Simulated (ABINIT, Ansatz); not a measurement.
# CsGeCl3 (R3m): changed settings of a GW run in ABINIT

A base run on CsGeCl3 (R3m), then changed inputs.

Main program and level: ABINIT 10.8.3; LDA and many-body steps on it, plane waves.

## (1) Set-up

It takes space group R3m (No. 160, trigonal). Conventional cell: a = 7.694 Å, b = 7.694 Å, c = 9.535 Å, α = 90.00°, β = 90.00°, γ = 120.00°. Nearest to Cs lie 12 Cl at 3.86 to 3.90 Å. Nearest to Ge lie 3 Cl at 2.37 Å. Nearest to Cl lie 2 Ge at 2.37 to 3.10 Å and 4 Cs at 3.86 to 3.90 Å. Farther neighbours and most contacts between anions are not listed.

The cell and positions are those that the Materials Project relaxed with its own functionals (PBE, PBE+U or r2SCAN), kept fixed. Spin-orbit coupling is left out unless a step names it.

## (2) Screening, 2×2×2 mesh, 146 bands, screening to 141.5 eV

This step: ABINIT 10.8.3; RPA screening on LDA, plane waves, norm-conserving pseudopotentials.

The RPA dielectric matrix is built and inverted for each q.

File run.abi:

```
acell 3*1.0 Angstrom
rprim 
  3.846816390705 2.220960478697 3.178300533600
  -3.846816390705 2.220960478697 3.178300533600
  0.000000000000 -4.441920957394 3.178300533600
ntypat 3
znucl 55 32 17
natom 5
typat 1 2 3 3 3
xred 
  0.998403350000 0.998403350000 0.998403350000
  0.515533150000 0.515533150000 0.515533150000
  0.496712670000 0.496712670000 0.948638170000
  0.496712670000 0.948638170000 0.496712670000
  0.948638170000 0.496712670000 0.496712670000
pp_dirpath "pseudos"
pseudos "Cs.upf, Ge.upf, Cl.upf"
ecut 56
ngkpt 2 2 2
nshiftk 1
shiftk 0 0 0
kptopt 1
chksymbreak 0
istwfk *1
occopt 1
irdwfk 1
optdriver 3
nband 146
ecuteps 5.2
inclvkb 2
awtr 1
symchi 1
indata_prefix "in"
outdata_prefix "out"
tmpdata_prefix "tmp"
```

Command:

```console
$ OMP_NUM_THREADS=1 mpirun -n 8 abinit run.abi > log
```

The log of the run:

```text
.Version 10.8.3 of ABINIT. v10.8.2 released Aug 2026.

 Symmetries : space group R3 m (#160); Bravais hR (rhombohedral)
[... echo of the input left out ...]
== DATASET  1 ==================================================================
-   mpi_nproc: 8, omp_nthreads: 1 (-1 if OMP is not activated)

--- !DatasetInfo
iteration_state: {dtset: 1, }
dimensions: {natom: 5, nkpt: 4, mband: 146, nsppol: 1, nspinor: 1, nspden: 1, mpw: 22041, }
cutoff_energies: {ecut:  56.0, pawecutdg:  -1.0, }
electrons: {nelect:   5.20000000E+01, charge:   0.00000000E+00, occopt:   1.00000000E+00, tsmear:   1.00000000E-02, }

 SCREENING: Calculation of the susceptibility and dielectric matrices

 Based on a program developped by R.W. Godby, V. Olevano, G. Onida, and L. Reining.
 Incorporated in ABINIT by V. Olevano, G.-M. Rignanese, and M. Torrent.
.Using double precision arithmetic ; gwpc =  8

[... cell and pseudopotentials left out ...]
--------------------------------------------------------------------------------

 ==== K-mesh for the wavefunctions ====
 Number of points in the irreducible wedge :     4
[... list of points left out ...]
 Together with  6 symmetry operations and time-reversal symmetry
 yields     8 points in the full Brillouin Zone.

 ==== Q-mesh for the screening function ====
 Number of points in the irreducible wedge :     4
[... list of points left out ...]
 Together with  6 symmetry operations and time-reversal symmetry
 yields     8 points in the full Brillouin Zone.

 setmesh: FFT mesh size selected  =    45x   45x   45
          total number of points  =        91125

 vcoul_init : cutoff-mode = AUXILIARY_FUNCTION
 q-points for optical limit:   1
     1)      0.000010    0.000020    0.000030

- screening: taking advantage of time-reversal symmetry
- Maximum band index for partially occupied states nbvw = 26
- Remaining bands to be divided among processors   nbcw = 120
- Number of bands treated by each node ~15

 Number of electrons calculated from density =   52.0000; Expected =   52.0000
 average of density, n =  0.047295
 r_s =    1.7154
 omega_plasma =   20.9780 [eV]

 calculating chi0 at frequencies [eV] :
  1    0.000000E+00    0.000000E+00
  2    0.000000E+00    2.097803E+01

--------------------------------------------------------------------------------
  q-point number  1        q = ( 0.000000, 0.000000, 0.000000) [r.l.u.]
--------------------------------------------------------------------------------
[... chi0 elements left out ...]
 For q-point:  0.000010 0.000020 0.000030
  dielectric constant =   5.9573
  dielectric constant without local fields =   7.2291

  Average fulfillment of the sum rule on Im[epsilon] for q-point    1 :     47.82  [%]
[... wings left out ...]
  q-point number  2        q = ( 0.500000, 0.000000, 0.000000) [r.l.u.]
--------------------------------------------------------------------------------
[... chi0 elements left out ...]
  Average fulfillment of the sum rule on Im[epsilon] for q-point    2 :     52.50  [%]

 [... 2 further q-points ...]
```

The job ended after 44 s (8 MPI ranks of Arm Neoverse V2, shared host; peak memory 4.7 GiB).

This step gave:

```yaml
eps_infinity_with_local_fields_on_this_mesh_along_the_program_s_q_direction: 5.957
the_same_without_local_fields: 7.229
plasma_frequency: 20.98 eV
plane_waves_in_the_screening_matrix: 619
```

Local fields lower ε∞ by 18 %. On a Γ-centred mesh this coarse the value itself is usually too large, while a short band sum pulls it down.

## (3) Base

The self-energy is evaluated for the states that the input lists, and the levels follow from it, in one-shot runs by the linearised quasiparticle equation.

This step: G0W0 on LDA, plane waves, norm-conserving pseudopotentials.

run.abi: that of step 2 with these lines changed.

```diff
@@ -26,8 +26,17 @@
 irdwfk 1
-optdriver 3
+optdriver 4
 nband 146
+gwcalctyp 0
+ecutsigx 56
+symsigma 1
+nkptgw 2
+kptgw 
+  0.5000000000 0.5000000000 0.5000000000
+  0.0000000000 0.0000000000 0.0000000000
+bdgw 
+  25 28
+  24 29
 ecuteps 5.2
-inclvkb 2
-awtr 1
-symchi 1
+irdscr 1
+ppmodel 1
 indata_prefix "in"
```

The log of the run:

```text
.Version 10.8.3 of ABINIT. v10.8.2 released Aug 2026.

 Symmetries : space group R3 m (#160); Bravais hR (rhombohedral)
[... echo of the input left out ...]
== DATASET  1 ==================================================================
-   mpi_nproc: 8, omp_nthreads: 1 (-1 if OMP is not activated)

--- !DatasetInfo
iteration_state: {dtset: 1, }
dimensions: {natom: 5, nkpt: 4, mband: 146, nsppol: 1, nspinor: 1, nspden: 1, mpw: 22041, }
cutoff_energies: {ecut:  56.0, pawecutdg:  -1.0, }
electrons: {nelect:   5.20000000E+01, charge:   0.00000000E+00, occopt:   1.00000000E+00, tsmear:   1.00000000E-02, }

 SIGMA: Calculation of the GW corrections

 Based on a program developped by R.W. Godby, V. Olevano, G. Onida, and L. Reining.
 Incorporated in ABINIT by V. Olevano, G.-M. Rignanese, and M. Torrent.
.Using double precision arithmetic ; gwpc =  8

[... cell and pseudopotentials left out ...]
--------------------------------------------------------------------------------

 ==== K-mesh for the wavefunctions ====
 Number of points in the irreducible wedge :     4
[... list of points left out ...]
 Together with  6 symmetry operations and time-reversal symmetry
 yields     8 points in the full Brillouin Zone.

 ==== Q-mesh for screening function ====
 Number of points in the irreducible wedge :     4
[... list of points left out ...]
 Together with  6 symmetry operations and time-reversal symmetry
 yields     8 points in the full Brillouin Zone.

 vcoul_init : cutoff-mode = AUXILIARY_FUNCTION
 q-points for optical limit:   1
     1)      0.000010    0.000020    0.000030
 setmesh: FFT mesh size selected  =    72x   72x   72
          total number of points  =       373248

 Number of electrons calculated from density =   52.0000; Expected =   52.0000
 average of density, n =  0.047295
 r_s =    1.7154
 omega_plasma =   20.9780 [eV]

 === KS Band Gaps ===
  >>>> For spin  1
   Minimum direct gap =   1.9771 [eV], located at k-point      :   0.5000  0.5000  0.5000
   Fundamental gap    =   1.9771 [eV], Top of valence bands at :   0.5000  0.5000  0.5000
                                       Bottom of conduction at :   0.5000  0.5000  0.5000
 SIGMA fundamental parameters:
 PLASMON POLE MODEL  1
 number of plane-waves for SigmaX                22041
 number of plane-waves for SigmaC and W            619
 number of plane-waves for wavefunctions         22041
 number of bands                                   146
 number of independent spin polarizations            1
 number of spinorial components                      1
 number of k-points in IBZ                           4
 number of q-points in IBZ                           4
 number of symmetry operations                       6
 number of k-points in BZ                            8
 number of q-points in BZ                            8
 number of frequencies for dSigma/dE                 9
 frequency step for dSigma/dE [eV]                0.25
 number of omega for Sigma on real axis              0
 max omega for Sigma on real axis  [eV]           0.00
 zcut for avoiding poles [eV]                     0.10

 EPSILON^-1 parameters (SCR file):
 dimension of the eps^-1 matrix on file            619
 dimension of the eps^-1 matrix used               619
 number of plane-waves for wavefunctions         22041
 number of bands                                   146
 number of q-points in IBZ                           4
 number of frequencies                               2
 number of real frequencies                          1
 number of imag frequencies                          1

 matrix elements of self-energy operator (all in [eV])

 Perturbative Calculation

--- !SelfEnergy_ee
iteration_state: {dtset: 1, }
kpoint     : [   0.500,    0.500,    0.500, ]
spin       : 1
KS_gap     :    1.977
QP_gap     :    3.624
Delta_QP_KS:    1.646
data: !SigmaeeData |
     Band     E0 <VxcDFT>   SigX SigC(E0)      Z dSigC/dE  Sig(E)    E-E0       E
       25  -0.190 -14.219 -18.514   3.080   0.772  -0.296 -15.156  -0.938  -1.128
       26   1.959 -14.764 -16.833   1.621   0.788  -0.269 -15.117  -0.353   1.606
       27   3.936 -11.282  -6.604  -3.078   0.809  -0.237  -9.989   1.293   5.229
       28   3.936 -11.282  -6.604  -3.078   0.809  -0.237  -9.989   1.293   5.229

--- !SelfEnergy_ee
iteration_state: {dtset: 1, }
kpoint     : [   0.000,    0.000,    0.000, ]
spin       : 1
KS_gap     :    5.520
QP_gap     :    7.225
Delta_QP_KS:    1.705
data: !SigmaeeData |
     Band     E0 <VxcDFT>   SigX SigC(E0)      Z dSigC/dE  Sig(E)    E-E0       E
       24  -0.526 -14.055 -18.275   3.037   0.772  -0.296 -14.968  -0.913  -1.440
       25  -0.526 -14.055 -18.275   3.037   0.772  -0.296 -14.968  -0.913  -1.440
       26  -0.340 -13.977 -17.781   2.748   0.774  -0.291 -14.795  -0.818  -1.158
       27   5.180  -7.348  -3.022  -3.270   0.840  -0.191  -6.461   0.887   6.067
       28   6.059  -7.267  -2.987  -3.149   0.841  -0.189  -6.316   0.951   7.010
       29   6.059  -7.267  -2.987  -3.149   0.841  -0.189  -6.316   0.951   7.010

== END DATASET(S) ==============================================================
================================================================================

 -outvars: echo values of variables after computation  --------
           etotal      0.0000000000E+00
            nband         146
             nkpt           4
          spgroup         160
 [... the other variables as echoed above ...]

 Calculation completed.
```

It took 17 s on 8 MPI ranks; peak memory 2.9 GiB.

This step gave:

| Item | Value |
| --- | --- |
| G0W0 gap on the points computed | 3.623 eV |
| starting gap on the mesh | 1.977 eV |
| k of the valence top | 0.5, 0.5, 0.5 |
| k of the conduction bottom | 0.5, 0.5, 0.5 |
| Z at the valence top | 0.788 |
| Z at the conduction bottom | 0.809 |
| least direct G0W0 gap on the computed points | 3.623 eV |

The gap on the mesh goes from 1.98 eV to 3.62 eV, a correction of +1.65 eV.

## (4) Screening cutoff above the file's

run.abi: that of step 3 with these lines changed.

```diff
@@ -38,3 +38,3 @@
   24 29
-ecuteps 5.2
+ecuteps 20.8
 irdscr 1
@@ -44 +44,2 @@
 tmpdata_prefix "tmp"
+gwmem 10
```

Command:

```console
$ OMP_NUM_THREADS=4 mpirun -n 2 abinit run.abi > log
```

The log of the run:

```text
.Version 10.8.3 of ABINIT. v10.8.2 released Aug 2026.

 Symmetries : space group R3 m (#160); Bravais hR (rhombohedral)
[... echo of the input left out ...]
== DATASET  1 ==================================================================
-   mpi_nproc: 2, omp_nthreads: 4 (-1 if OMP is not activated)

--- !DatasetInfo
iteration_state: {dtset: 1, }
dimensions: {natom: 5, nkpt: 4, mband: 146, nsppol: 1, nspinor: 1, nspden: 1, mpw: 22041, }
cutoff_energies: {ecut:  56.0, pawecutdg:  -1.0, }
electrons: {nelect:   5.20000000E+01, charge:   0.00000000E+00, occopt:   1.00000000E+00, tsmear:   1.00000000E-02, }

 SIGMA: Calculation of the GW corrections

 Based on a program developped by R.W. Godby, V. Olevano, G. Onida, and L. Reining.
 Incorporated in ABINIT by V. Olevano, G.-M. Rignanese, and M. Torrent.
.Using double precision arithmetic ; gwpc =  8

[... cell and pseudopotentials left out ...]
--------------------------------------------------------------------------------

 ==== K-mesh for the wavefunctions ====
 Number of points in the irreducible wedge :     4
[... list of points left out ...]
 Together with  6 symmetry operations and time-reversal symmetry
 yields     8 points in the full Brillouin Zone.

 ==== Q-mesh for screening function ====
 Number of points in the irreducible wedge :     4
[... list of points left out ...]
 Together with  6 symmetry operations and time-reversal symmetry
 yields     8 points in the full Brillouin Zone.

 vcoul_init : cutoff-mode = AUXILIARY_FUNCTION
 q-points for optical limit:   1
     1)      0.000010    0.000020    0.000030
 setmesh: FFT mesh size selected  =    72x   72x   72
          total number of points  =       373248

 Number of electrons calculated from density =   52.0000; Expected =   52.0000
[...]
number of omega for Sigma on real axis              0
 max omega for Sigma on real axis  [eV]           0.00
 zcut for avoiding poles [eV]                     0.10

 EPSILON^-1 parameters (SCR file):
 dimension of the eps^-1 matrix on file            619
 dimension of the eps^-1 matrix used               619
 number of plane-waves for wavefunctions         22041
 number of bands                                   146
 number of q-points in IBZ                           4
 number of frequencies                               2
 number of real frequencies                          1
 number of imag frequencies                          1

 matrix elements of self-energy operator (all in [eV])

 Perturbative Calculation

--- !SelfEnergy_ee
iteration_state: {dtset: 1, }
kpoint     : [   0.500,    0.500,    0.500, ]
spin       : 1
KS_gap     :    1.977
QP_gap     :    3.624
Delta_QP_KS:    1.646
data: !SigmaeeData |
     Band     E0 <VxcDFT>   SigX SigC(E0)      Z dSigC/dE  Sig(E)    E-E0       E
       25  -0.190 -14.219 -18.514   3.080   0.772  -0.296 -15.156  -0.938  -1.128
       26   1.959 -14.764 -16.833   1.621   0.788  -0.269 -15.117  -0.353   1.606
       27   3.936 -11.282  -6.604  -3.078   0.809  -0.237  -9.989   1.293   5.229
[...]
--- !SelfEnergy_ee
iteration_state: {dtset: 1, }
kpoint     : [   0.000,    0.000,    0.000, ]
spin       : 1
KS_gap     :    5.520
QP_gap     :    7.225
Delta_QP_KS:    1.705
data: !SigmaeeData |
     Band     E0 <VxcDFT>   SigX SigC(E0)      Z dSigC/dE  Sig(E)    E-E0       E
[...]
28   6.059  -7.267  -2.987  -3.149   0.841  -0.189  -6.316   0.951   7.010
       29   6.059  -7.267  -2.987  -3.149   0.841  -0.189  -6.316   0.951   7.010

== END DATASET(S) ==============================================================
================================================================================

 -outvars: echo values of variables after computation  --------
           etotal      0.0000000000E+00
            nband         146
             nkpt           4
          spgroup         160
 [... the other variables as echoed above ...]

 Calculation completed.
```

It took 24 s on 2 MPI ranks; peak memory 0.75 GiB; 1.8 min of CPU time.

The run ended normally, though the input holds a fault or crude settings.

The fault put into this input: screening cutoff above the file's. It printed a gap of 3.62 eV, the value of the sound run: the program fell back on what its files hold, so an unchanged gap is no proof of convergence.

## (5) Side by side

Times are wall times on 8 MPI ranks of Arm Neoverse V2, shared host, good to a factor of about two. A run's time includes the screening step that it read.

```csv
run,mesh,bands,screening cutoff (eV),DFT gap (eV),gap on the mesh (eV),direct (eV),ε∞ used,time
base,2×2×2,146,141.5,1.977,3.623,3.623,5.96,61 s
```

## (6) Outcome

```
base         : 3.623 eV
known limits : not at the basis limit; no spin-orbit coupling; coarse k mesh
```

In words: Bands and cutoff are finite, so the gap is not at the basis limit. The miss can reach some tenths of an eV and take either sign; the mesh is an error of its own. In the G0W0 run levels were corrected at 2 k points alone, so a gap called «on the mesh» is the least over those, and an edge elsewhere would be missed. The 2×2×2 mesh is coarse for this cell, which bears on the long-range parts of exchange and screening. The many-body steps are scalar-relativistic: spin-orbit coupling is not in them.

[Paths, hosts, dates, memory and timing lines, banners, echoed tables and standing remarks are left out of the program output.]

[Logs are printed without paths, hosts, clocks, repeated set-up lines and the standing remarks that a program may print on its own settings, such as how far it seeks lower states.]

[Runs of the session that timed out or met a known fault of the program may be left out.]

[Hosts, paths, dates, database ids (printed as entryN), source tags and the programs' standing remarks are cut or masked in the printed files.]

[G0W0 gaps are taken among the corrected bands and points alone; a level outside them can change the order at an edge.]

[Where Ansatz stands beside ABINIT at settings called matched, ABINIT's density can come from a denser mesh and the files from another edition; pairs whose starting gaps differed by over 0.03 eV were left out, so agreement reads better than it is.]
